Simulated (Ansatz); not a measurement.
# Na on Ag(111): change of the work function, part 2 of 4

How does Na on the fcc site change the work function of Ag(111) as the layer fills?

Ansatz 0.2.0; plane-wave DFT, PBE, Ansatz PAW.

So far, work function, upper face (eV): step 2 (the clean slab) 4.47.

**3. Adsorbate added, k-mesh 4×4×1, coverage 0.111 ML**

System of this step: Na/Ag(111). The cell holds 37 atoms: 36 Ag and 1 Na. Cell: a = 8.676 Å, b = 8.676 Å, c = 27.895 Å, α = 90.0°, β = 90.0°, γ = 60.0°. Vacuum lies along c.

The clean slab as it ended is repeated in the plane and the adsorbate is set on one face; the cell's size fixes the coverage, and the k-mesh shrinks with it to keep the sampling density about even. Adsorbate and upper layers relax, since the dipole depends on the height.

input.yaml

```yaml
crystal:
  lattice:
    - [8.6762002052, 1.0e-10, 0.0]
    - [4.3381001025, 7.5138097861, 0.0]
    - [0.0, 0.0, 27.894940989]
  atoms:
    - { symbol: Ag, position: [0.0, 0.0, 0.3226391482] }
    - { symbol: Ag, position: [0.1111111111, 0.1111111111, 0.4072911503] }
    - { symbol: Ag, position: [0.2222222222, 0.2222222222, 0.4929224633] }
    - { symbol: Ag, position: [0.0, 0.0, 0.5793610126] }
    - { symbol: Ag, position: [0.0, 0.3333333333, 0.3226391482] }
    - { symbol: Ag, position: [0.1111111111, 0.4444444444, 0.4072911503] }
    - { symbol: Ag, position: [0.2222222222, 0.5555555556, 0.4929224633] }
    - { symbol: Ag, position: [0.0, 0.3333333333, 0.5793610126] }
    - { symbol: Ag, position: [0.0, 0.6666666667, 0.3226391482] }
    - { symbol: Ag, position: [0.1111111111, 0.7777777778, 0.4072911503] }
    - { symbol: Ag, position: [0.2222222222, 0.8888888889, 0.4929224633] }
    - { symbol: Ag, position: [0.0, 0.6666666667, 0.5793610126] }
    - { symbol: Ag, position: [0.3333333333, 0.0, 0.3226391482] }
    - { symbol: Ag, position: [0.4444444444, 0.1111111111, 0.4072911503] }
    - { symbol: Ag, position: [0.5555555556, 0.2222222222, 0.4929224633] }
    - { symbol: Ag, position: [0.3333333333, 0.0, 0.5793610126] }
    - { symbol: Ag, position: [0.3333333333, 0.3333333333, 0.3226391482] }
    - { symbol: Ag, position: [0.4444444444, 0.4444444444, 0.4072911503] }
    - { symbol: Ag, position: [0.5555555556, 0.5555555556, 0.4929224633] }
    - { symbol: Ag, position: [0.3333333333, 0.3333333333, 0.5793610126] }
    - { symbol: Ag, position: [0.3333333333, 0.6666666667, 0.3226391482] }
    - { symbol: Ag, position: [0.4444444444, 0.7777777778, 0.4072911503] }
    - { symbol: Ag, position: [0.5555555556, 0.8888888889, 0.4929224633] }
    - { symbol: Ag, position: [0.3333333333, 0.6666666667, 0.5793610126] }
    - { symbol: Ag, position: [0.6666666667, 0.0, 0.3226391482] }
    - { symbol: Ag, position: [0.7777777778, 0.1111111111, 0.4072911503] }
    - { symbol: Ag, position: [0.8888888889, 0.2222222222, 0.4929224633] }
    - { symbol: Ag, position: [0.6666666667, 0.0, 0.5793610126] }
    - { symbol: Ag, position: [0.6666666667, 0.3333333333, 0.3226391482] }
    - { symbol: Ag, position: [0.7777777778, 0.4444444444, 0.4072911503] }
    - { symbol: Ag, position: [0.8888888889, 0.5555555556, 0.4929224633] }
    - { symbol: Ag, position: [0.6666666667, 0.3333333333, 0.5793610126] }
    - { symbol: Ag, position: [0.6666666667, 0.6666666667, 0.3226391482] }
    - { symbol: Ag, position: [0.7777777778, 0.7777777778, 0.4072911503] }
    - { symbol: Ag, position: [0.8888888889, 0.8888888889, 0.4929224633] }
    - { symbol: Ag, position: [0.6666666667, 0.6666666667, 0.5793610126] }
    - { symbol: Na, position: [0.1111111111, 0.1111111111, 0.6773608518] }
kpoints:
  mp_grid: { grid: [4, 4, 1] }
hamiltonian:
  xc: pbe
scf:
  occupations: { method: fermi_dirac, width: 0.1 }
  convergence: { dr2_threshold: 1.0e-08 }
efield:
  axis: 3
  dipole_correction: true
  ramp_position: 0.97
  ramp_width: 0.06
relax:
  f_tol: 0.02
  max_steps: 60
  constraints:
    - { sites: [0, 1, 4, 5, 8, 9, 12, 13, 16, 17, 20, 21, 24, 25, 28, 29, 32, 33] }
output:
  write_potential: true
  write_density: true
  volumetric_format: npy
```

The run is started by

```console
$ ansatz run input.yaml --threads 4 --pin off --max-ram 16384MiB --backend cpu --events-out ev --progress --plain --runs-dir out
```

Numbers of over 12 decimals in the logs are rounded to 6 here.

Log:

```text
[...]
Crystal: 37 atoms, lattice volume = 1818.508 Å³
Basis set: ecut = 420 eV, 35595 PW (Γ), exchange–correlation on 120×120×384 points (8 copies of the dense FFT grid, shifted against one another)
Bands: 416, of which v1, the nominal top of the filled ones, is band 347 counted from 1 (346 counted from 0)
Symmetry: 6 space group operations
[...]
k-points: 4 of 16 (time reversal used)
[...]
SCF iter   1: F=—  HF=-274740.753896 eV  |F-HF|=—  |Δ(HF+E_count)|=         —  Δρ=1.43e-3  dr2=3.49e-1  ethr=1.77e-3  p=0.679 e·Å  D=6.76e-2 V/Å  ΔV_dip=-1.89 eV  dr2_dipole=2.83e-3  V_vac-E_F(+/−)=2.48/4.36 eV  ⟨swp⟩=6.2  Hψ=6370  notcnv=0  defer=149
[...]
SCF iter   9: F=-274740.764984 eV  HF=-274740.764984 eV  |F-HF|=6.52e-9  |Δ(HF+E_count)|=   3.61e-8  Δρ=5.70e-7  dr2=9.65e-9  ethr=1.44e-12  p=0.713 e·Å  D=7.10e-2 V/Å  ΔV_dip=-1.98 eV  dr2_dipole=8.85e-10  V_vac-E_F(+/−)=2.39/4.37 eV  ⟨swp⟩=8.8  Hψ=9926  notcnv=0
SCF 1 converged in 9 iterations: F = -274740.764984 eV  dr2 = 9.65e-9
[...]
relax step   1: F+E_penalty+E_count = -274740.76498425 eV  Δ(F+E_penalty+E_count) = +0.000e0 eV  max|allowed force component| = 4.712e-1 eV/Å  Δτ_max = 0.0000 Å  (9 SCF iters, accepted)
[...]
SCF iter   9: F=-274740.807169 eV  HF=-274740.807169 eV  |F-HF|=1.75e-9  |Δ(HF+E_count)|=   9.37e-9  Δρ=3.08e-7  dr2=1.77e-9  ethr=1.44e-12  p=0.681 e·Å  D=6.78e-2 V/Å  ΔV_dip=-1.89 eV  dr2_dipole=1.52e-11  V_vac-E_F(+/−)=2.48/4.37 eV  ⟨swp⟩=8.0  Hψ=9674  notcnv=0
SCF 2 converged in 9 iterations: F = -274740.807169 eV  dr2 = 1.77e-9
relax step   2: F+E_penalty+E_count = -274740.80716924 eV  Δ(F+E_penalty+E_count) = -4.218e-2 eV  max|allowed force component| = 3.530e-1 eV/Å  Δτ_max = 0.1184 Å  (9 SCF iters, accepted)
SCF iter   1: F=—  HF=-274740.831527 eV  |F-HF|=—  |Δ(HF+E_count)|=         —  Δρ=4.81e-4  dr2=8.95e-3  ethr=2.56e-5  p=0.681 e·Å  D=6.78e-2 V/Å  ΔV_dip=-1.89 eV  dr2_dipole=2.22e-3  V_vac-E_F(+/−)=2.48/4.37 eV  ⟨swp⟩=7.2  Hψ=4630  notcnv=0  defer=58
[...]
SCF iter   9: F=-274740.840299 eV  HF=-274740.840299 eV  |F-HF|=6.05e-9  |Δ(HF+E_count)|=   2.56e-8  Δρ=2.84e-7  dr2=2.89e-9  ethr=1.44e-12  p=0.618 e·Å  D=6.15e-2 V/Å  ΔV_dip=-1.72 eV  dr2_dipole=4.45e-10  V_vac-E_F(+/−)=2.65/4.37 eV  ⟨swp⟩=8.0  Hψ=9697  notcnv=0
SCF 3 converged in 9 iterations: F = -274740.840299 eV  dr2 = 2.89e-9
relax step   3: F+E_penalty+E_count = -274740.84029901 eV  Δ(F+E_penalty+E_count) = -3.313e-2 eV  max|allowed force component| = 5.508e-2 eV/Å  Δτ_max = 0.1944 Å  (9 SCF iters, accepted)
SCF iter   1: F=—  HF=-274740.840273 eV  |F-HF|=—  |Δ(HF+E_count)|=         —  Δρ=2.17e-4  dr2=1.08e-3  ethr=4.76e-7  p=0.618 e·Å  D=6.15e-2 V/Å  ΔV_dip=-1.72 eV  dr2_dipole=1.82e-4  V_vac-E_F(+/−)=2.65/4.37 eV  ⟨swp⟩=7.0  Hψ=5157  notcnv=0  defer=8
[...]
SCF iter   7: F=-274740.841803 eV  HF=-274740.841803 eV  |F-HF|=6.98e-10  |Δ(HF+E_count)|=   7.80e-9  Δρ=4.29e-7  dr2=6.39e-9  ethr=1.44e-12  p=0.625 e·Å  D=6.22e-2 V/Å  ΔV_dip=-1.73 eV  dr2_dipole=7.20e-12  V_vac-E_F(+/−)=2.63/4.37 eV  ⟨swp⟩=8.0  Hψ=9722  notcnv=0
SCF 4 converged in 7 iterations: F = -274740.841803 eV  dr2 = 6.39e-9
relax step   4: F+E_penalty+E_count = -274740.84180348 eV  Δ(F+E_penalty+E_count) = -1.504e-3 eV  max|allowed force component| = 9.340e-3 eV/Å  Δτ_max = 0.0143 Å  (7 SCF iters, accepted)
NSCF: frozen V_eff on 4 k-points
[...]
WARN: The output density's exchange-correlation potential varies sharply where the density is thin. Do not read a vacuum level from v_tot or v_xc, or from such a field of the output density. On a cell that repeats whose density bears no net charge and no dipole along the vacuum's axis use v_es (v_loc + v_h of the components); under efield.dipole_correction with no amplitude use v_es + v_field, which holds any externa [...]
SCF converged after 7 iterations
Free energy (F): -274740.841803 eV
[...]
Internal energy: -274740.480638 eV  (E = F + TS)
E sigma→0 (E₀):  -274740.661221 eV
Entropy (-TS):   -0.361165 eV (-9.761 meV/atom)
Fermi energy:    3.687360 eV
Dipole field:    D = 0.062188 V/Å  (p = 0.624969 e·Å, saw-weighted, corrected)
Work function:   Φ+ = 2.6307 eV   Φ− = 4.3654 eV
[...]
--- Forces (eV/Å), atoms counted from 1 ---
  atom   1  Ag     0.00149152     0.00086113    -0.12503559
  atom   2  Ag     0.00000000    -0.00000000     0.07858251
  atom   3  Ag     0.00372400     0.00215005     0.00631397
  atom   4  Ag     0.00692755     0.00399962     0.00491285
  atom   5  Ag     0.00000000    -0.00172225    -0.12503559
  atom   6  Ag     0.01461954     0.02071107     0.11528460
  atom   7  Ag     0.00365272    -0.00210890     0.00613400
  atom   8  Ag     0.00000000    -0.00799925     0.00491285
  atom   9  Ag     0.00089229    -0.00051516    -0.12522805
  atom  10  Ag    -0.01062654    -0.02301643     0.11528460
  atom  11  Ag     0.00000000    -0.00430011     0.00631397
  atom  12  Ag     0.00201821    -0.00116521     0.00246882
  atom  13  Ag    -0.00149152     0.00086113    -0.12503559
  atom  14  Ag     0.02524609     0.00230536     0.11528460
  atom  15  Ag    -0.00000000     0.00421780     0.00613400
  atom  16  Ag    -0.00692755     0.00399962     0.00491285
  atom  17  Ag    -0.00273082    -0.00157664    -0.12030181
  atom  18  Ag     0.00000000     0.00000000     0.16749022
  atom  19  Ag    -0.00365272    -0.00210890     0.00613400
  atom  20  Ag    -0.00054188    -0.00031285    -0.00018118
  atom  21  Ag    -0.00000000     0.00315328    -0.12030181
  atom  22  Ag     0.01062654    -0.02301643     0.11528460
  atom  23  Ag     0.00491260    -0.00283629     0.00188886
  atom  24  Ag    -0.00000000     0.00062571    -0.00018118
  atom  25  Ag    -0.00000000     0.00103032    -0.12522805
  atom  26  Ag    -0.02524609     0.00230536     0.11528460
  atom  27  Ag    -0.00372400     0.00215005     0.00631397
  atom  28  Ag    -0.00000000     0.00233043     0.00246882
  atom  29  Ag     0.00273082    -0.00157664    -0.12030181
  atom  30  Ag    -0.01461954     0.02071107     0.11528460
  atom  31  Ag    -0.00000000     0.00567258     0.00188886
  atom  32  Ag     0.00054188    -0.00031285    -0.00018118
  atom  33  Ag    -0.00089229    -0.00051516    -0.12522805
  atom  34  Ag     0.00000000     0.00000000     0.11858697
  atom  35  Ag    -0.00491260    -0.00283629     0.00188886
  atom  36  Ag    -0.00201821    -0.00116521     0.00246882
  atom  37  Na    -0.00000000     0.00000000    -0.00934041
  max |Σ_I F_I| component: 5.76e-5 eV/Å
--- Band table (eV) ---
  k-point 0: bands = [... 343 lower, 2.3047, 3.0390, 3.0853, 3.0853, 3.1579, 3.1579, 3.1706, 3.5942, ... 65 higher]
  k-point 1: bands = [... 343 lower, 2.6019, 2.7424, 2.7730, 3.0390, 3.8826, 4.0055, 4.0306, 4.2235, ... 65 higher]
  k-point 2: bands = [... 343 lower, 3.3760, 3.3763, 3.3942, 3.7510, 4.0641, 4.0714, 4.0786, 4.0848, ... 65 higher]
  k-point 3: bands = [... 343 lower, 3.5460, 3.5544, 3.7637, 3.8504, 3.8939, 3.9676, 4.0599, 4.2027, ... 65 higher]
--- Relaxed structure (4 steps of the walk, 4 accepted, 0 SCFs on fresh bases) ---
  F+E_penalty+E_count = -274740.84180348 eV   max|allowed force component| = 9.340e-3 eV/Å
  atoms:
[...]
- { symbol: Ag, position: [0.111111, 0.111111, 0.4072911503] }
    - { symbol: Ag, position: [0.222460, 0.222460, 0.492268] }
    - { symbol: Ag, position: [-0.000665347, -0.000665347, 0.578260] }
    - { symbol: Ag, position: [1.1111112030448567e-11, 0.333333, 0.3226391482] }
    - { symbol: Ag, position: [0.111111, 0.444444, 0.4072911503] }
    - { symbol: Ag, position: [0.222386, 0.555473, 0.493393] }
    - { symbol: Ag, position: [-0.000665347, 0.334664, 0.578260] }
    - { symbol: Ag, position: [-2.2222168549745902e-11, 0.666667, 0.3226391482] }
    - { symbol: Ag, position: [0.111111, 0.777778, 0.4072911503] }
    - { symbol: Ag, position: [0.222460, 0.888413, 0.492268] }
    - { symbol: Ag, position: [-0.000122048, 0.666728, 0.579736] }
    - { symbol: Ag, position: [0.333333, 1.1111113280699722e-11, 0.3226391482] }
    - { symbol: Ag, position: [0.444444, 0.111111, 0.4072911503] }
    - { symbol: Ag, position: [0.555473, 0.222386, 0.493393] }
    - { symbol: Ag, position: [0.334664, -0.000665347, 0.578260] }
    - { symbol: Ag, position: [0.333333, 0.333333, 0.3226391482] }
    - { symbol: Ag, position: [0.444444, 0.444444, 0.4072911503] }
    - { symbol: Ag, position: [0.555473, 0.555473, 0.493393] }
    - { symbol: Ag, position: [0.332884, 0.332884, 0.580362] }
    - { symbol: Ag, position: [0.333333, 0.666667, 0.3226391482] }
    - { symbol: Ag, position: [0.444444, 0.777778, 0.4072911503] }
    - { symbol: Ag, position: [0.555717, 0.888808, 0.492725] }
    - { symbol: Ag, position: [0.332884, 0.667566, 0.580362] }
    - { symbol: Ag, position: [0.666667, -2.2222204306928902e-11, 0.3226391482] }
    - { symbol: Ag, position: [0.777778, 0.111111, 0.4072911503] }
    - { symbol: Ag, position: [0.888413, 0.222460, 0.492268] }
    - { symbol: Ag, position: [0.666728, -0.000122048, 0.579736] }
    - { symbol: Ag, position: [0.666667, 0.333333, 0.3226391482] }
    - { symbol: Ag, position: [0.777778, 0.444444, 0.4072911503] }
    - { symbol: Ag, position: [0.888808, 0.555717, 0.492725] }
    - { symbol: Ag, position: [0.667566, 0.332884, 0.580362] }
    - { symbol: Ag, position: [0.666667, 0.666667, 0.3226391482] }
    - { symbol: Ag, position: [0.777778, 0.777778, 0.4072911503] }
    - { symbol: Ag, position: [0.888808, 0.888808, 0.492725] }
    - { symbol: Ag, position: [0.666728, 0.666728, 0.579736] }
    - { symbol: Na, position: [0.111111, 0.111111, 0.666660] }
```

The job ended after 11 min (4 threads of Arm Neoverse V1, shared host; peak memory 12 GiB).

Step by step:

```
step  energy less that of the first step (eV)  largest force component (eV/Å)
   1                                   0.0000                          0.4712
   2                                  -0.0422                          0.3530
   3                                  -0.0753                          0.0551
   4                                  -0.0768                          0.0093
```

The run keeps the 6 symmetry operations that it works with, so distortions that break them were not tested.

The atoms that moved most (Å):

```
atom      dx      dy      dz  length
Na37   0.000   0.000  -0.299   0.299
 Ag4  -0.009  -0.005  -0.031   0.032
 Ag8   0.000   0.010  -0.031   0.032
Ag16   0.009  -0.005  -0.031   0.032
Ag20  -0.006  -0.003   0.028   0.029
Ag24   0.000   0.007   0.028   0.029
Ag32   0.006  -0.003   0.028   0.029
Ag27  -0.003   0.002  -0.018   0.019
```

Final coordinates:

```
Ag Na
1.0
     8.67620    0.00000    0.00000
     4.33810    7.51381    0.00000
     0.00000    0.00000   27.89494
Ag Na
36 1
Cartesian
  0.0000 0.0000 9.0000
  1.4460 0.8349 11.3614
  2.8952 1.6715 13.7318
  -0.0087 -0.0050 16.1305
  1.4460 2.5046 9.0000
  2.8921 3.3395 11.3614
  4.3392 4.1737 13.7632
  1.4460 2.5146 16.1305
  2.8921 5.0092 9.0000
  4.3381 5.8441 11.3614
  5.7841 6.6754 13.7318
  2.8913 5.0097 16.1717
  2.8921 0.0000 9.0000
  4.3381 0.8349 11.3614
  5.7841 1.6710 13.7632
  2.9007 -0.0050 16.1305
  4.3381 2.5046 9.0000
  5.7841 3.3395 11.3614
  7.2291 4.1737 13.7632
  4.3322 2.5012 16.1892
  5.7841 5.0092 9.0000
  7.2302 5.8441 11.3614
  8.6773 6.6783 13.7445
  5.7841 5.0160 16.1892
  5.7841 0.0000 9.0000
  7.2302 0.8349 11.3614
  8.6731 1.6715 13.7318
  5.7841 -0.0009 16.1717
  7.2302 2.5046 9.0000
  8.6762 3.3395 11.3614
  10.1222 4.1756 13.7445
  7.2360 2.5012 16.1892
  8.6762 5.0092 9.0000
  10.1222 5.8441 11.3614
  11.5672 6.6783 13.7445
  8.6770 5.0097 16.1717
  1.4460 0.8349 18.5964
```

Numbers from this step:

```
energy at zero smearing        : -274740.6612 eV
work function, upper face      : 2.631 eV
work function, lower face      : 4.365 eV
dipole along the normal        : 0.6250 e·Å
step between the vacuum levels : -1.735 eV
```

Running mean over 2.361 Å of the planar mean; the ramp of the sawtooth is left out. Table of electron's electrostatic potential energy less the Fermi level by z:

z (Å), electron's electrostatic potential energy less the Fermi level (eV) and a bar from the least value:
```
        4       4.36 ##############################
        5       4.36 ##############################
        6       4.29 ##############################
        7       3.40 ###########################
        8      -2.32 ###########
        9      -5.90 #
       10      -6.07 
       11      -6.09 
       12      -5.96 
       13      -5.93 
       14      -5.98 
       15      -5.67 #
       16      -5.91 
       17      -3.63 #######
       18       1.63 ######################
       19       2.33 ########################
       20       2.48 #########################
       21       2.61 #########################
       22       2.63 #########################
       23       2.63 #########################
       24       2.63 #########################
```

The relaxation took 4 steps and lowered the energy by 0.077 eV; the largest force on the free atoms ends at 0.0093 eV/Å.

The covered face has 2.63 eV, -1.84 eV against the clean one; the bare back face has moved by -0.08 eV, a measure of how thin the slab is.

(Continued in part 3 of 4.)

[Logs are printed without paths, hosts, clocks, repeated set-up lines and the standing remarks that a program may print on its own settings, such as how far it seeks lower states.]

[Hosts, paths, dates, database ids (printed as entryN), source tags and the programs' standing remarks are cut or masked in the printed files.]

[Maps of the electrostatic potential energy from Ansatz leave out the sawtooth potential of an applied field or a dipole correction, so their vacuum need not be flat; planar profiles and work functions include it.]
